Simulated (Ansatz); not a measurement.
# Transmission past a defect: Mo wire along [100], 2 atoms a period, vacancy of one Mo, part 3 of 4

Wanted: the relaxed defect and the transmission past it, beside the channels of the perfect wire.

Ansatz 0.2.0; DFT PBE, plane waves, PAW; relaxation of a wire's period (the session's first sound run).

So far, conductance of the lead as this run defines it (G₀): step 3 (the wire at its relaxed period) 0.0612.

### 4. Relaxation of the scattering region

This step: DFT PBE, plane waves, PAW; relaxation of a junction in a wire, ends held (Ansatz 0.2.0).

System of this step: Mo wire along [100], 2 atoms a period, vacancy of one Mo. The cell holds 17 atoms: 17 Mo. Its edges and angles: a = 8.380 Å, b = 8.380 Å, c = 27.837 Å, α = 90.0°, β = 90.0°, γ = 90.0°. Regions: held atoms, 12 atoms (12 Mo); free atoms, 5 atoms (5 Mo). Vacuum lies along a and b. The structure's axis is c.

5 atoms at the defect are free to relax, while 12 stay where the perfect wire has them, so that the ends still repeat as a lead. The cutoff is set under the files' recommended one to save time.

input.yaml

```yaml
crystal:
  lattice:
    - [8.38, 0.0, 0.0]
    - [0.0, 8.38, 0.0]
    - [0.0, 0.0, 27.837210729]
  atoms:
    - { symbol: Mo, position: [0.432941227, 0.432941227, 0.0] }
    - { symbol: Mo, position: [0.567058773, 0.567058773, 0.055555556] }
    - { symbol: Mo, position: [0.432941227, 0.432941227, 0.111111111] }
    - { symbol: Mo, position: [0.567058773, 0.567058773, 0.166666667] }
    - { symbol: Mo, position: [0.432941227, 0.432941227, 0.222222222] }
    - { symbol: Mo, position: [0.567058773, 0.567058773, 0.277777778] }
    - { symbol: Mo, position: [0.432941227, 0.432941227, 0.333333333] }
    - { symbol: Mo, position: [0.567058773, 0.567058773, 0.388888889] }
    - { symbol: Mo, position: [0.43652118, 0.438907814, 0.444444444], spin: 0.6 }
    - { symbol: Mo, position: [0.432941227, 0.432941227, 0.555555556] }
    - { symbol: Mo, position: [0.567058773, 0.567058773, 0.611111111] }
    - { symbol: Mo, position: [0.432941227, 0.432941227, 0.666666667] }
    - { symbol: Mo, position: [0.567058773, 0.567058773, 0.722222222] }
    - { symbol: Mo, position: [0.432941227, 0.432941227, 0.777777778] }
    - { symbol: Mo, position: [0.567058773, 0.567058773, 0.833333333] }
    - { symbol: Mo, position: [0.432941227, 0.432941227, 0.888888889] }
    - { symbol: Mo, position: [0.567058773, 0.567058773, 0.944444444] }
magnetization:
  spin_polarized: true
kpoints:
  mp_grid: { grid: [1, 1, 1] }
scf:
  occupations: { method: fermi_dirac, width: 0.1 }
hamiltonian:
  xc: pbe
relax:
  constraints: [{ sites: [0, 1, 2, 3, 4, 5, 11, 12, 13, 14, 15, 16] }]
  f_tol: 0.06
  max_steps: 35
basis:
  ecutwfc: "350 eV"
```

Started as:

```bash
ansatz run input.yaml --threads 4 --pin off --max-ram 16384MiB --backend cpu --events-out ev --progress --plain --runs-dir out
```

Numbers of over 12 decimals in the logs are rounded to 6 here.

The log of the run:

```text
[...]
Crystal: 17 atoms, lattice volume = 1954.851 Å³
Basis set: ecut = 350 eV, 29073 PW (Γ), exchange–correlation on 108×108×360 points (8 copies of the dense FFT grid, shifted against one another)
Bands: 144, of which v1, the nominal top of the filled ones, is band 119 counted from 1 (118 counted from 0)
Symmetry: 1 space group operations
[...]
k-points: 1
[...]
Starting moments: Σ|m| = 0.6 μB on 1 of 17 sites
[...]
SCF iter   1: F=—  HF=-84215.432642 eV  |F-HF|=—  |Δ(HF+E_count)|=         —  Δρ=1.86e-2 (↑1.86e-2 ↓1.86e-2)  dr2=6.38e1  dr2_m=2.24e-2  M=0.537 μB ∫|m|=0.930 μB  β_m=0.30  ethr=3.10e-3  ⟨swp⟩=9.0  Hψ=1362  notcnv=0
[...]
spin=Collinear: LDOS preconditioning applied to the charge; magnetization (m = ρ↑ − ρ↓) channel mixes plain (no charge-response kernel on spin).
SCF iter   2: F=—  HF=-84200.939401 eV  |F-HF|=—  |Δ(HF+E_count)|=    1.45e1  Δρ=9.83e-3 (↑9.83e-3 ↓9.77e-3)  dr2=1.23e1  dr2_m=1.80e-2  M=0.534 μB ∫|m|=1.098 μB  β_m=0.40  ethr=3.10e-3  ⟨swp⟩=4.0  Hψ=715  notcnv=0
[...]
SCF iter  18: F=-84198.405167 eV  HF=-84198.405186 eV  |F-HF|=1.93e-5  |Δ(HF+E_count)|=   1.28e-5  Δρ=1.73e-5 (↑1.73e-5 ↓1.17e-5)  dr2=2.30e-5  dr2_m=1.90e-6  M=-0.008 μB ∫|m|=8.658 μB  ethr=8.73e-9  ⟨swp⟩=1.5  Hψ=794  notcnv=0
WARN: the net moment that the starting moments add up to was not kept: the SCF closed with a net magnetisation of 8.2e-3 μB in size, at most 0.1 of the 0.6 μB that the starting moments add up to as vectors. Its absolute magnetisation is 8.7e0 μB, where they sum to 0.6 μB in size (1 site): that figure counts also what cancels out within the cell. The system's net moment may be that small; this SCF shows only that its start led to no larger one. To try another start: change the starting moments (crystal.atoms[].spin, magnetization.per_species, magnetization.initial_magnetization, or on a non-collinear deck that types none of these the spinor_matrix: [rest of the remark cut]
SCF 1 converged in 18 iterations: F = -84198.405167 eV  dr2 = 2.30e-5
[...]
relax step   1: F+E_penalty+E_count = -84198.40516719 eV  Δ(F+E_penalty+E_count) = +0.000e0 eV  max|allowed force component| = 1.218e0 eV/Å  Δτ_max = 0.0000 Å  (18 SCF iters, dr2 threshold 9.00e-5 eV, accepted)
[...]
Starting moments: Σ|m| = 0.6 μB on 1 of 17 sites; this step starts from the density that it was given
[...]
SCF iter   2: F=—  HF=-84198.443671 eV  |F-HF|=—  |Δ(HF+E_count)|=   7.95e-2  Δρ=2.40e-3 (↑2.32e-3 ↓2.40e-3)  dr2=1.87e-1  dr2_m=5.69e-2  M=0.033 μB ∫|m|=8.161 μB  β_m=0.50  ethr=2.49e-4  ⟨swp⟩=2.0  Hψ=385  notcnv=0
[...]
spin=Collinear: Resta preconditioning applied to the charge; magnetization (m = ρ↑ − ρ↓) channel mixes plain (no charge-response kernel on spin).
SCF iter   3: F=—  HF=-84198.500933 eV  |F-HF|=—  |Δ(HF+E_count)|=   5.73e-2  Δρ=1.11e-3 (↑1.04e-3 ↓1.11e-3)  dr2=2.63e-1  dr2_m=7.72e-3  M=0.005 μB ∫|m|=8.144 μB  β_m=0.43  ethr=7.86e-5  ⟨swp⟩=3.0  Hψ=532  notcnv=0
[...]
SCF iter  12: F=-84198.523236 eV  HF=-84198.523283 eV  |F-HF|=4.68e-5  |Δ(HF+E_count)|=   5.61e-5  Δρ=2.54e-5 (↑2.54e-5 ↓2.49e-5)  dr2=7.89e-5  dr2_m=5.32e-6  M=0.092 μB ∫|m|=8.066 μB  ethr=3.89e-8  ⟨swp⟩=2.0  Hψ=857  notcnv=0
SCF 2 converged in 12 iterations: F = -84198.523236 eV  dr2 = 7.89e-5
relax step   2: F+E_penalty+E_count = -84198.52323643 eV  Δ(F+E_penalty+E_count) = -1.181e-1 eV  max|allowed force component| = 6.007e-1 eV/Å  Δτ_max = 0.1944 Å  (12 SCF iters, dr2 threshold 9.27e-5 eV, accepted)
SCF iter   1: F=—  HF=-84198.547029 eV  |F-HF|=—  |Δ(HF+E_count)|=         —  Δρ=1.71e-3 (↑1.63e-3 ↓1.71e-3)  dr2=2.29e-1  dr2_m=1.50e-2  M=0.108 μB ∫|m|=8.102 μB  β_m=0.30  ethr=3.76e-4  ⟨swp⟩=4.0  Hψ=658  notcnv=0
[...]
SCF iter  13: F=-84198.569734 eV  HF=-84198.569736 eV  |F-HF|=1.18e-6  |Δ(HF+E_count)|=   4.76e-6  Δρ=9.04e-6 (↑9.04e-6 ↓8.02e-6)  dr2=8.82e-6  dr2_m=7.60e-7  M=0.160 μB ∫|m|=8.032 μB  ethr=9.48e-9  ⟨swp⟩=2.5  Hψ=864  notcnv=0
SCF 3 converged in 13 iterations: F = -84198.569734 eV  dr2 = 8.82e-6
relax step   3: F+E_penalty+E_count = -84198.56973450 eV  Δ(F+E_penalty+E_count) = -4.650e-2 eV  max|allowed force component| = 3.387e-1 eV/Å  Δτ_max = 0.0773 Å  (13 SCF iters, dr2 threshold 2.26e-5 eV, accepted)
[...]
relax step   4: F+E_penalty+E_count = -84198.61646081 eV  Δ(F+E_penalty+E_count) = -4.673e-2 eV  max|allowed force component| = 2.523e-1 eV/Å  Δτ_max = 0.2000 Å  (11 SCF iters, dr2 threshold 2.79e-5 eV, accepted)
[...]
relax step   5: F+E_penalty+E_count = -84198.62494965 eV  Δ(F+E_penalty+E_count) = -8.489e-3 eV  max|allowed force component| = 2.571e-1 eV/Å  Δτ_max = 0.1972 Å  (11 SCF iters, dr2 threshold 2.02e-5 eV, accepted)
[...]
relax step   6: F+E_penalty+E_count = -84198.62639127 eV  Δ(F+E_penalty+E_count) = -1.442e-3 eV  max|allowed force component| = 3.146e-1 eV/Å  Δτ_max = 0.1246 Å  (10 SCF iters, dr2 threshold 3.67e-5 eV, accepted)
[...]
relax step   7: F+E_penalty+E_count = -84198.63582021 eV  Δ(F+E_penalty+E_count) = -9.429e-3 eV  max|allowed force component| = 1.147e-1 eV/Å  Δτ_max = 0.2000 Å  (9 SCF iters, dr2 threshold 9.90e-5 eV, accepted)
SCF iter   1: F=—  HF=-84198.608761 eV  |F-HF|=—  |Δ(HF+E_count)|=         —  Δρ=1.35e-3 (↑1.04e-3 ↓1.35e-3)  dr2=3.55e-2  dr2_m=1.73e-2  M=0.493 μB ∫|m|=8.097 μB  β_m=0.65  ethr=2.69e-4  ⟨swp⟩=4.0  Hψ=660  notcnv=0
[...]
SCF iter  14: F=-84198.641091 eV  HF=-84198.641091 eV  |F-HF|=1.77e-8  |Δ(HF+E_count)|=   1.94e-8  Δρ=6.51e-7 (↑6.51e-7 ↓4.68e-7)  dr2=2.34e-8  dr2_m=3.79e-9  M=0.538 μB ∫|m|=8.096 μB  ethr=9.99e-12  ⟨swp⟩=1.0  Hψ=770  notcnv=0
SCF 8 converged in 14 iterations: F = -84198.641091 eV  dr2 = 2.34e-8
relax step   8: F+E_penalty+E_count = -84198.64109066 eV  Δ(F+E_penalty+E_count) = -5.270e-3 eV  max|allowed force component| = 2.592e-2 eV/Å  Δτ_max = 0.1111 Å  (14 SCF iters, accepted)
an SCF from ferrimagnetic starting moments (0.00, 0.00, 0.00, 0.00, 0.00, 0.00, -2.00, 2.00, -1.77, -1.32, 2.00, -2.00, 0.00, 0.00, 0.00, 0.00, 0.00 Bohr magnetons, atom by atom) was not made, so that it is not known whether that order lies lower: the deck asks for what bars it, or types moments that do (magnetization.spin_polarized, in the input reference, names some of the keys), or the run goes by scf.lower_state_search: light, the default, which as a rule tries one only behind a close that has lost an order of both signs, or on which an open d or half-filled 4f shell of a PAW file has lost a moment that was set nearer to Hund's than to what is left; [rest of the remark cut]
SCF converged after 14 iterations
Magnetization: 0.5375 μB (119.2688 up, 118.7312 down)
Absolute magnetization: 8.0978 μB (∫|ρ↑−ρ↓|, with the PAW one-centre terms)
[...]
Per-site moments (μB) at R_I (Å): [(-0.00113307, 0.914785), (-0.00694848, 0.914785), (0.018431, 0.914785), (-0.031808, 0.914785), (0.087103, 0.914785), (-0.145095, 0.909644), (0.400156, 0.909644), (-0.431649, 0.871886), (1.159078, 0.871886), (-0.845636, 0.862461), (0.367265, 0.862461), (-0.356797, 0.914785), (0.134068, 0.914785), (-0.086722, 0.914785), (0.031854, 0.914785), (-0.023878, 0.914785), (0.00592156, 0.914785)]
Free energy (F): -84198.641091 eV
[...]
Internal energy: -84198.194298 eV  (E = F + TS)
E sigma→0 (E₀):  -84198.417694 eV
Entropy (-TS):   -0.446792 eV (-26.282 meV/atom)
Fermi energy:    0.038532 eV
[...]
--- Forces (eV/Å), atoms counted from 1 ---
  atom   1  Mo    -0.04772078    -0.04788474    -0.01603695
  atom   2  Mo     0.04962763     0.04954196     0.03150651
  atom   3  Mo    -0.07841063    -0.07816831    -0.01501273
  atom   4  Mo     0.01148235     0.01135328     0.15329488
  atom   5  Mo    -0.17666761    -0.17645085    -0.02995930
  atom   6  Mo     0.21997201     0.22019502     0.54635506
  atom   7  Mo     0.00845578     0.00857779    -0.02442203
  atom   8  Mo     0.02546829     0.02505074    -0.02591587
  atom   9  Mo    -0.01045606    -0.01093590     0.00278064
  atom  10  Mo    -0.00122591    -0.00105072     0.00410460
  atom  11  Mo    -0.00914770    -0.00896673    -0.00620766
  atom  12  Mo     0.17790506     0.17800900     0.15636034
  atom  13  Mo    -0.06019797    -0.06018165    -0.75452286
  atom  14  Mo    -0.10432204    -0.10475136     0.05006536
  atom  15  Mo     0.00472226     0.00505971    -0.07742861
  atom  16  Mo    -0.04639775    -0.04626548    -0.00624728
  atom  17  Mo     0.03692059     0.03687526     0.01128484
  max |Σ_I F_I| component: 7.52e-6 eV/Å
--- Relaxed structure (8 steps of the walk, 8 accepted, 0 SCFs on fresh bases) ---
  F+E_penalty+E_count = -84198.64109066 eV   max|allowed force component| = 2.592e-2 eV/Å
  atoms:
    - { symbol: Mo, position: [0.432941, 0.432941, 0.0] }
    - { symbol: Mo, position: [0.567058773, 0.567058773, 0.055556] }
    - { symbol: Mo, position: [0.432941, 0.432941, 0.111111] }
    - { symbol: Mo, position: [0.567058773, 0.567058773, 0.166667] }
    - { symbol: Mo, position: [0.432941, 0.432941, 0.222222] }
    - { symbol: Mo, position: [0.567058773, 0.567058773, 0.277778] }
    - { symbol: Mo, position: [0.441129, 0.441317, 0.336134] }
    - { symbol: Mo, position: [0.586619, 0.586723, 0.391041] }
    - { symbol: Mo, position: [0.481011, 0.481500, 0.452288] }
    - { symbol: Mo, position: [0.426147, 0.425649, 0.558636] }
    - { symbol: Mo, position: [0.565293, 0.565467, 0.604626] }
    - { symbol: Mo, position: [0.432941, 0.432941, 0.666667] }
    - { symbol: Mo, position: [0.567058773, 0.567058773, 0.722222] }
    - { symbol: Mo, position: [0.432941, 0.432941, 0.777778] }
    - { symbol: Mo, position: [0.567058773, 0.567058773, 0.833333] }
    - { symbol: Mo, position: [0.432941, 0.432941, 0.888889] }
    - { symbol: Mo, position: [0.567058773, 0.567058773, 0.944444] }
```

The job ended after 1.9 min (4 threads of Arm Neoverse V1, shared host; peak memory 1.7 GiB; 7.6 min of CPU time).

Relaxation path:

```
step  energy less that of the first step (eV)  largest force component (eV/Å)
   1                                   0.0000                          1.2178
   2                                  -0.1181                          0.6007
   3                                  -0.1646                          0.3387
   4                                  -0.2113                          0.2523
   5                                  -0.2198                          0.2571
   6                                  -0.2212                          0.3146
   7                                  -0.2307                          0.1147
   8                                  -0.2359                          0.0259
```

The atoms that moved most (Å):

```
atom      dx      dy      dz  length
 Mo9   0.373   0.357   0.218   0.560
 Mo8   0.164   0.165   0.060   0.240
Mo11  -0.015  -0.013  -0.181   0.182
 Mo7   0.069   0.070   0.078   0.125
Mo10  -0.057  -0.061   0.086   0.120
```

This step gave:

```yaml
energy_at_zero_smearing: -84198.4177 eV
total_moment: 0.5375 μB
absolute_moment: 8.098 μB
```

Site moment by atom:

```
atom  site moment (μB)
 Mo1              0.00
 Mo2             -0.01
 Mo3              0.02
 Mo4             -0.03
 Mo5              0.09
 Mo6             -0.15
 Mo7              0.40
 Mo8             -0.43
 Mo9              1.16
Mo10             -0.85
Mo11              0.37
Mo12             -0.36
Mo13              0.13
Mo14             -0.09
Mo15              0.03
Mo16             -0.02
Mo17              0.01
```

The largest force component on a free atom ends at 0.026 eV/Å, under the limit of 0.06.  1 atom of the wire itself, hydrogen apart, moved by over 0.45 Å, up to 0.56 Å.

(Continued in part 4 of 4.)

[Logs are printed without paths, hosts, clocks, repeated set-up lines and the standing remarks that a program may print on its own settings, such as how far it seeks lower states.]

[Hosts, paths, dates, database ids (printed as entryN), source tags and the programs' standing remarks are cut or masked in the printed files.]
